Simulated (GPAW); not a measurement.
# InRh (Pm-3m): the In K absorption edge, part 2 of 2

What does one-electron theory with a core hole give for the In K edge of InRh (Pm-3m)?

GPAW 26.7.0; X-ray absorption from dipole matrix elements to empty bands, plane-wave PAW LDA.

So far. Step 2 (Ground state of the crystal): The mesh shows no gap, so the system is treated as a metal and the core electron is put at the Fermi level (neutral cell). Step 3 (Spectrum without a core hole, In atom 1): Main maxima below 30 eV (height): 8.8 eV (1.27) and 29.2 eV (1.05). A K edge sees empty p states on the absorber.

## (5) Spectrum with XCH, In atom 1

The holes are 7.1 Å apart. In GPAW the data set carries the hole's charge, so charge=0 means a charged cell and charge=-1 a neutral one. The excited electron is kept in the cell, where it fills the lowest empty states and screens the hole. After the field has converged, empty bands are computed with the density fixed and the dipole matrix elements are summed.

xas.py

```python
import numpy as np
from ase import Atoms
from ase.parallel import parprint, paropen
from gpaw import GPAW, PW, FermiDirac, Mixer, MixerDif, setup_paths
from gpaw.test import gen
setup_paths.insert(0, '.')
gen('In', name='fch1s', xcname='LDA', corehole=(1, 0, 1), write_xml=True)
from gpaw.mpi import world
world.barrier()

atoms = Atoms('In9Rh9',
    cell=[[3.196, 0, 6.392],
     [-6.392, 3.196, 0],
     [0, -6.392, 3.196]],
    scaled_positions=[[0.38888889, 0.94444444, 0.72222222],
     [0.83333333, 0.16666667, 0.83333333],
     [0.72222222, 0.61111111, 0.05555556],
     [0.61111111, 0.05555556, 0.27777778],
     [0.27777778, 0.38888889, 0.94444444],
     [0.5, 0.5, 0.5],
     [0.16666667, 0.83333333, 0.16666667],
     [0.05555556, 0.27777778, 0.38888889],
     [0.94444444, 0.72222222, 0.61111111],
     [0, 0, 0],
     [0.44444444, 0.22222222, 0.11111111],
     [0.33333333, 0.66666667, 0.33333333],
     [0.22222222, 0.11111111, 0.55555556],
     [0.88888889, 0.44444444, 0.22222222],
     [0.11111111, 0.55555556, 0.77777778],
     [0.77777778, 0.88888889, 0.44444444],
     [0.66666667, 0.33333333, 0.66666667],
     [0.55555556, 0.77777778, 0.88888889]],
    pbc=True)
atoms.calc = calc = GPAW(legacy_gpaw=True, mode=PW(430), xc='LDA', setups={0: 'fch1s'},
    kpts={'size': (4, 4, 4), 'gamma': True}, occupations=FermiDirac(0.1),
    charge=-1, mixer=Mixer(0.1, 5, 50), maxiter=150,
    convergence={'density': 0.0001}, txt='scf.txt')
energy = atoms.get_potential_energy() + calc.get_reference_energy()
ef = calc.get_fermi_level()
out = dict(energy=energy, fermi=ef, forces=atoms.get_forces().tolist())
parprint(f'all-electron energy {energy:.4f} eV, Fermi level {ef:.4f} eV')
ev = np.array([[calc.get_eigenvalues(k, s) for k in range(len(calc.get_ibz_k_points()))] for s in range(calc.get_number_of_spins())])
out['homo'], out['lumo'], out['counts'] = ev[ev < ef].max(), ev[ev > ef].min(), sorted(set((ev < ef).sum((0, 2)).tolist()))
out['filled'] = (ev[:, 0] < ef).sum(1).tolist()

from ase.units import Ha
from gpaw.xas import dipole_matrix_elements
nb = int(calc.get_number_of_electrons() / 2) + 222
top, nb = nb, nb + 8 + nb // 12
nscf = calc.fixed_density(kpts={'size': (4, 4, 4), 'gamma': True}, nbands=nb,
    convergence={'bands': top, 'eigenstates': 1e-5}, maxiter=60, txt='nscf.txt')
cell = atoms.cell.array
ops = [cell.T @ U.T @ np.linalg.inv(cell.T) for U in nscf.wfs.kd.symmetry.op_scc]
E = np.arange(-6, 34, 0.1)
fwhm = np.interp(E, [4, 25], [7.91, 7.91])
Y, X, zero, highest = 0, 0, 1e9, 1e9
for spin in range(nscf.get_number_of_spins()):
    wfs = nscf.wfs
    A = dipole_matrix_elements(wfs.setups[0])
    eps = np.zeros((wfs.kd.nibzkpts, nb))
    d = np.zeros((3, A.shape[1], wfs.kd.nibzkpts, nb), complex)
    for kpt in wfs.kpt_u:
        if kpt.s == spin and 0 in kpt.P_ani:
            eps[kpt.k] = kpt.eps_n * Ha
            d[:, :, kpt.k] = (kpt.weight * wfs.nspins / 2) ** 0.5 * np.inner(A, kpt.P_ani[0])
    world.sum(eps)
    world.sum(d)
    T = np.einsum('amkn,bmkn->abkn', d, d.conj()).real
    T = sum(np.einsum('ai,ijkn,bj->abkn', R, T, R) for R in ops) / len(ops)
    empty = eps > ef
    zero, highest = min(zero, eps[empty].min()), min(highest, eps[:, top - 1].min())
    lines = [(eps, T, empty)] if spin == 0 else lines + [(eps, T, empty)]
for eps, T, empty in lines:
    f = np.einsum('aakn->akn', T).reshape(3, -1)
    x = eps.ravel() - zero
    w = np.interp(x, E, fwhm) / 2.35482
    g = np.exp(-0.5 * ((E[:, None] - x) / w) ** 2) / (w * (2 * np.pi) ** 0.5)
    Y = Y + (f * empty.ravel()) @ g.T
    X = X + (f * ~empty.ravel()) @ g.T
out.update(E=E.round(2).tolist(), xas=Y.tolist(), xes=X.tolist(), zero=zero, valid=highest - zero, nk=len(eps), nb=nb)
for i in range(0, len(E), 10):
    parprint(f'{E[i]:7.2f}', *(f'{v:10.3e}' for v in Y[:, i]))
import json
with paropen('out.json', 'w') as f:
    json.dump(out, f)
```

The run is started by

```console
$ OMP_NUM_THREADS=1 mpirun -n 4 gpaw python xas.py
```

Numbers of over 12 decimals in the logs are rounded to 6 here.

Output:

```text
Input parameters:
  charge: -1
  convergence: {density: 0.0001}
  kpts: {gamma: True,
         size: (4, 4, 4)}
  maxiter: 150
  mixer: {backend: pulay,
          beta: 0.1,
          method: separate,
          nmaxold: 5,
          weight: 50}
  mode: {ecut: 430.0,
         name: pw}
  occupations: {fixmagmom: False,
                name: fermi-dirac,
                width: 0.1}
  setups: {0: fch1s}

Initialize ...

[... PAW data sets ...]

Reference energy: -2580589.399433  # eV

Spin-paired calculation

[... convergence settings ...]
Symmetries present (total): 1
  [... symmetry matrices ...]

64 k-points: 4 x 4 x 4 Monkhorst-Pack grid + [1/8,1/8,1/8]
36 k-points in the irreducible part of the Brillouin zone
       k-points in crystal coordinates                weights
   0:     0.00000000    0.00000000    0.00000000          1/64
   1:     0.00000000    0.00000000    0.25000000          2/64
   2:     0.00000000    0.00000000    0.50000000          1/64
   3:     0.00000000    0.25000000   -0.25000000          2/64
   4:     0.00000000    0.25000000    0.00000000          2/64
   5:     0.00000000    0.25000000    0.25000000          2/64
   6:     0.00000000    0.25000000    0.50000000          2/64
   7:     0.00000000    0.50000000    0.00000000          1/64
   8:     0.00000000    0.50000000    0.25000000          2/64
   9:     0.00000000    0.50000000    0.50000000          1/64
          ...
  35:     0.50000000    0.50000000    0.50000000          1/64

Wave functions: Plane wave expansion
  Cutoff energy: 430.000 eV
  Number of coefficients (min, max): 5917, 5994
  Pulay-stress correction: 0.000000 eV/Ang^3 (de/decut=0.000000)
  Using FFTW library
  Wavefunction extrapolation:
    Improved wavefunction reuse through dual PAW basis

Occupation numbers: Fermi-Dirac:
  width: 0.1000  # eV

Eigensolver
   Davidson(niter=2)

Densities:
  Coarse grid: 35*35*35 grid
  Fine grid: 70*70*70 grid
  Total Charge: 0.000000

Density mixing:
  Method: separate
  Backend: pulay
  Linear mixing parameter: 0.1
  old densities: 5
  Width of damping distribution: 1.1
  Damping of long wavelength oscillations: 50

[... Hamiltonian set-up ...]
Number of atoms: 18
Number of atomic orbitals: 189
Number of bands in calculation: 156
Number of valence electrons: 253
Bands to converge: occupied

... initialized

Initializing position-dependent things.

Density initialized from atomic densities
Creating initial wave functions:
  156 bands from LCAO basis set

                 In
              Rh      RIn
            Rh     IRh

         In      In      In
              RIn     Rh
           IRh      Rh
                 In

                      Rh

Atomic positions and initial magnetic moments

Positions:
   0 In    -4.794000   -1.598000    4.794000    ( 0.0000,  0.0000,  0.0000)
   1 In     1.598000   -4.794000    7.990000    ( 0.0000,  0.0000,  0.0000)
   2 In    -1.598000    1.598000    4.794000    ( 0.0000,  0.0000,  0.0000)
   3 In     1.598000   -1.598000    4.794000    ( 0.0000,  0.0000,  0.0000)
   4 In    -1.598000   -4.794000    4.794000    ( 0.0000,  0.0000,  0.0000)
   5 In    -1.598000   -1.598000    4.794000    ( 0.0000,  0.0000,  0.0000)
   6 In    -4.794000    1.598000    1.598000    ( 0.0000,  0.0000,  0.0000)
[...]
15 Rh    -3.196000    0.000000    6.392000    ( 0.0000,  0.0000,  0.0000)
  16 Rh     0.000000   -3.196000    6.392000    ( 0.0000,  0.0000,  0.0000)
  17 Rh    -3.196000   -3.196000    6.392000    ( 0.0000,  0.0000,  0.0000)

Unit cell:
           periodic     x           y           z      points  spacing
  1. axis:    yes    3.196000    0.000000    6.392000    35     0.1793
  2. axis:    yes   -6.392000    3.196000    0.000000    35     0.1793
  3. axis:    yes    0.000000   -6.392000    3.196000    35     0.1793

  Lengths:   7.146473   7.146473   7.146473
  Angles:  113.578178  66.421822 113.578178

Effective grid spacing dv^(1/3) = 0.1899

iter:   1  -131.374732
iter:   2  -128.657449   -1.36  -1.40
iter:   3  -126.510099   -1.70  -1.47
iter:   4  -125.767537   -2.11  -1.61
iter:   5  -125.642240   -2.45  -1.76
iter:   6  -125.348561   -2.25  -1.83
iter:   7  -125.295274   -3.09  -2.60
iter:   8  -125.299665c  -3.57  -2.84
iter:   9  -125.289064c  -4.48  -3.07
iter:  10  -125.282937c  -4.36  -3.20
iter:  11  -125.282814c  -5.59  -3.30
iter:  12  -125.282254c  -5.33  -3.46
iter:  13  -125.282218c  -6.27  -3.77
iter:  14  -125.282214c  -6.24  -3.93
iter:  15  -125.282214c  -7.49c -4.36c

Converged after 15 iterations.

Dipole moment: (-0.599707, 0.204145, 0.015974) |e|*Ang

Energy contributions relative to reference atoms: (reference = -2580589.399433)

Kinetic:       +144.675870
Potential:     -132.380844
External:        +0.000000
XC:            -137.367685
Entropy (-ST):   -0.356200
Local:           -0.031454
SIC:             +0.000000
--------------------------
Free energy:   -125.460314
Extrapolated:  -125.282214

Showing only first 2 kpts
 Kpt  Band  Eigenvalues  Occupancy
  0   124      9.94877    1.99984
  0   125      9.99343    1.99975
  0   126     11.00047    0.50553
  0   127     11.02663    0.41319

  1   124      9.76126    1.99998
  1   125     10.82138    1.33947
  1   126     10.86474    1.13582
[...]
Fermi level: 10.89207

No gap
No difference between direct/indirect transitions

Forces in eV/Ang:
  0 In    0.00000    0.00000   -0.00000
  1 In    0.00046   -0.02212    0.13069
  2 In    0.01748   -0.01749    0.01749
  3 In   -0.02211    0.13069   -0.00044
  4 In   -0.13069    0.00045   -0.02212
  5 In    0.13069   -0.00044    0.02212
  6 In    0.02211   -0.13070    0.00044
[...]
15 Rh   -0.15029   -0.15193   -0.15753
 16 Rh    0.15754   -0.15029   -0.15194
 17 Rh   -0.15012    0.15013   -0.15011
Scalar-relativistic atomic LDA calculation for In (Indium, Z=49)
Core hole in 1s state (1s occupation: 1.0)
750 radial gridpoints.
|------------------------------------------------|
|------------------------------------------------|
[... the atom generator's iteration count ...]

Energy contributions:
-------------------------
Kinetic:    +5011.498431
XC:          -139.186330
Potential:  -9717.082001
-------------------------
Total:      -4844.769900

state      eigenvalue         ekin         rmax
-----------------------------------------------
1s^1.0 : -1041.429737  1307.814509        0.019
2s^2.0 :  -158.894443   276.621694        0.107
2p^6.0 :  -144.457712   265.266805        0.085
3s^2.0 :   -30.906173    78.936934        0.310
3p^6.0 :   -25.920716    73.967952        0.302
3d^10.0:   -17.751812    67.653522        0.251
4s^2.0 :    -5.129466    21.303129        0.750
4p^6.0 :    -3.583045    18.210022        0.788
4d^10.0:    -1.255654    12.089910        0.885
5s^2.0 :    -0.660150     2.990870        1.992
5p^1.0 :    -0.387573     1.875673        2.413
-----------------------------------------------
(units: Bohr and Hartree)

Generating PAW setup
Kinetic energy of the core from tauc = 5003.343445099466
Cutoffs:
rc(s)=2.240
rc(p)=2.350
rc(d)=2.170
rc(vbar)=2.230
rc(comp)=2.150
rc(nct)=2.350

Kinetic energy of the core states: 4882.741918
Charge: 1.0
Core electrons: 35.0
Valence electrons: 13.0
Pseudo-core charge: 0.399899
Shape function alpha=2.163
Pseudo-electron charge 6.108974
state    eigenvalue         norm
--------------------------------
5s(2) :    -0.660150     1.151852
*s    :     0.339850
5p(1) :    -0.387573     1.028477
*p    :     0.612427
4d(10):    -1.255654     0.237689
*d    :    -0.255654
--------------------------------

Diagonalizing with gridspacing h=0.050

state   all-electron     PAW
-------------------------------
5s:      -0.660150    -0.661222
5p:      -0.387573    -0.389203
4d:      -1.255654    -1.256519
*f:                   -0.025681
-------------------------------
all-electron energy -2580714.6816 eV, Fermi level 10.8921 eV
[...]
31.00  1.734e-08  1.734e-08  1.734e-08
  32.00  1.688e-08  1.688e-08  1.688e-08
  33.00  1.650e-08  1.650e-08  1.650e-08
```

Run time: 19 min. Hardware: 4 MPI ranks of Arm Neoverse V2, shared host; peak memory 1.1 GiB.

The In K spectrum, In atom 1, excited-electron core hole (neutral cell) (energy from the lowest empty level; intensity scaled to a mean of 1 over the first 20 eV):

| E (eV) | intensity |
| --- | --- |
| -2.0 | 0.25 |
| -1.5 | 0.31 |
| -1.0 | 0.37 |
| -0.5 | 0.43 |
| 0.0 | 0.50 |
| 0.5 | 0.58 |
| 1.0 | 0.66 |
| 1.5 | 0.74 |
| 2.0 | 0.81 |
| 2.5 | 0.89 |
| 3.0 | 0.97 |
| 3.5 | 1.04 |
| 4.0 | 1.10 |
| 4.5 | 1.15 |
| 5.0 | 1.20 |
| 5.5 | 1.24 |
| 6.0 | 1.26 |
| 6.5 | 1.28 |
| 7.0 | 1.28 |
| 7.5 | 1.28 |
| 8.0 | 1.26 |
| 8.5 | 1.24 |
| 9.0 | 1.21 |
| 9.5 | 1.18 |
| 10.0 | 1.15 |
| 10.5 | 1.12 |
| 11.0 | 1.08 |
| 11.5 | 1.05 |
| 12.0 | 1.02 |
| 12.5 | 0.99 |
| 13.0 | 0.96 |
| 13.5 | 0.94 |
| 14.0 | 0.92 |
| 14.5 | 0.90 |
| 15.0 | 0.89 |
| 15.5 | 0.88 |
| 16.0 | 0.87 |
| 16.5 | 0.87 |
| 17.0 | 0.86 |
| 17.5 | 0.86 |
| 18.0 | 0.86 |
| 18.5 | 0.86 |
| 19.0 | 0.87 |
| 19.5 | 0.87 |
| 20.0 | 0.87 |
| 20.5 | 0.88 |
| 21.0 | 0.88 |
| 21.5 | 0.89 |
| 22.0 | 0.90 |
| 22.5 | 0.91 |
| 23.0 | 0.92 |
| 23.5 | 0.93 |
| 24.0 | 0.94 |
| 24.5 | 0.95 |
| 25.0 | 0.96 |
| 25.5 | 0.97 |
| 26.0 | 0.98 |
| 26.5 | 0.98 |
| 27.0 | 0.99 |
| 27.5 | 1.00 |
| 28.0 | 1.00 |
| 28.5 | 1.00 |
| 29.0 | 0.99 |
| 29.5 | 0.99 |
| 30.0 | 0.98 |
| 30.5 | 0.96 |
| 31.0 | 0.95 |
| 31.5 | 0.94 |
| 32.0 | 0.93 |

Main maxima below 30 eV (height): 7.0 eV (1.28) and 28.0 eV (1.00). 

## (6) With and without the hole

Both curves are counted from their own zero, so only the shift of weight within the empty states shows.

| E (eV) | no hole | XCH |
| --- | --- | --- |
| -2.0 | 0.19 | 0.25 |
| -1.0 | 0.27 | 0.37 |
| 0.0 | 0.38 | 0.50 |
| 1.0 | 0.50 | 0.66 |
| 2.0 | 0.63 | 0.81 |
| 3.0 | 0.77 | 0.97 |
| 4.0 | 0.91 | 1.10 |
| 5.0 | 1.04 | 1.20 |
| 6.0 | 1.14 | 1.26 |
| 7.0 | 1.22 | 1.28 |
| 8.0 | 1.26 | 1.26 |
| 9.0 | 1.26 | 1.21 |
| 10.0 | 1.24 | 1.15 |
| 11.0 | 1.20 | 1.08 |
| 12.0 | 1.15 | 1.02 |
| 13.0 | 1.10 | 0.96 |
| 14.0 | 1.05 | 0.92 |
| 15.0 | 1.01 | 0.89 |
| 16.0 | 0.97 | 0.87 |
| 17.0 | 0.95 | 0.86 |
| 18.0 | 0.93 | 0.86 |
| 19.0 | 0.93 | 0.87 |
| 20.0 | 0.93 | 0.87 |
| 21.0 | 0.93 | 0.88 |
| 22.0 | 0.94 | 0.90 |
| 23.0 | 0.96 | 0.92 |
| 24.0 | 0.97 | 0.94 |
| 25.0 | 0.99 | 0.96 |
| 26.0 | 1.01 | 0.98 |
| 27.0 | 1.03 | 0.99 |
| 28.0 | 1.05 | 1.00 |
| 29.0 | 1.05 | 0.99 |
| 30.0 | 1.05 | 0.98 |
| 31.0 | 1.04 | 0.95 |
| 32.0 | 1.02 | 0.93 |

With each curve scaled to its own mean, the area from −2 to 6 eV with the hole is 6.4 against 5.2, and the centre of weight from −1 to 20 eV moves by -0.6 eV: the hole pulls the absorber's empty states down.

## (7) Summary of results

```yaml
absorber_and_edge: In K, atom 1 of the ground-state input (counted from 1)
surroundings: 8 Rh at 2.77 Å and 6 In at 3.20 Å (cube and octahedron, as in bcc, site symmetry m-3m)
highest_intensity_below_24_ev: 7.0 eV above the zero, height 1.28
```

What this shows: The In K edge of atom 1, with 8 Rh at 2.77 Å and 6 In at 3.20 Å (cube and octahedron, as in bcc, site symmetry m-3m), has its highest intensity of the first 24 eV at 7.0 eV above the zero, 1.3 times the mean level of the first 20 eV (Gaussian full width 7.91 eV). With each curve scaled to its own mean, the area from −2 to 6 eV with the hole is 6.4 against 5.2, and the centre of weight from −1 to 20 eV moves by -0.6 eV: the hole pulls the absorber's empty states down. The script folds with a Gaussian, whereas the core hole's own line is a Lorentzian, so the onset is too steep and the first peak too high. The structure is a published determination, not relaxed.

[Banner, clock and machine lines of the logs are left out without a mark of their own.]

[Logs are printed without paths, hosts, clocks, repeated set-up lines and the standing remarks that a program may print on its own settings, such as how far it seeks lower states.]

[Hosts, paths, dates, database ids (printed as entryN), source tags and the programs' standing remarks are cut or masked in the printed files.]

[Lists of maxima count a maximum above −3 eV only where it reaches 4 % of the highest in the window and stands out from its surroundings by 2 % of it (1.5 % where it reaches 55 %); shoulders and weaker maxima are passed over, and of the rest the first, up to two pre-edge ones and the few strongest are named.]
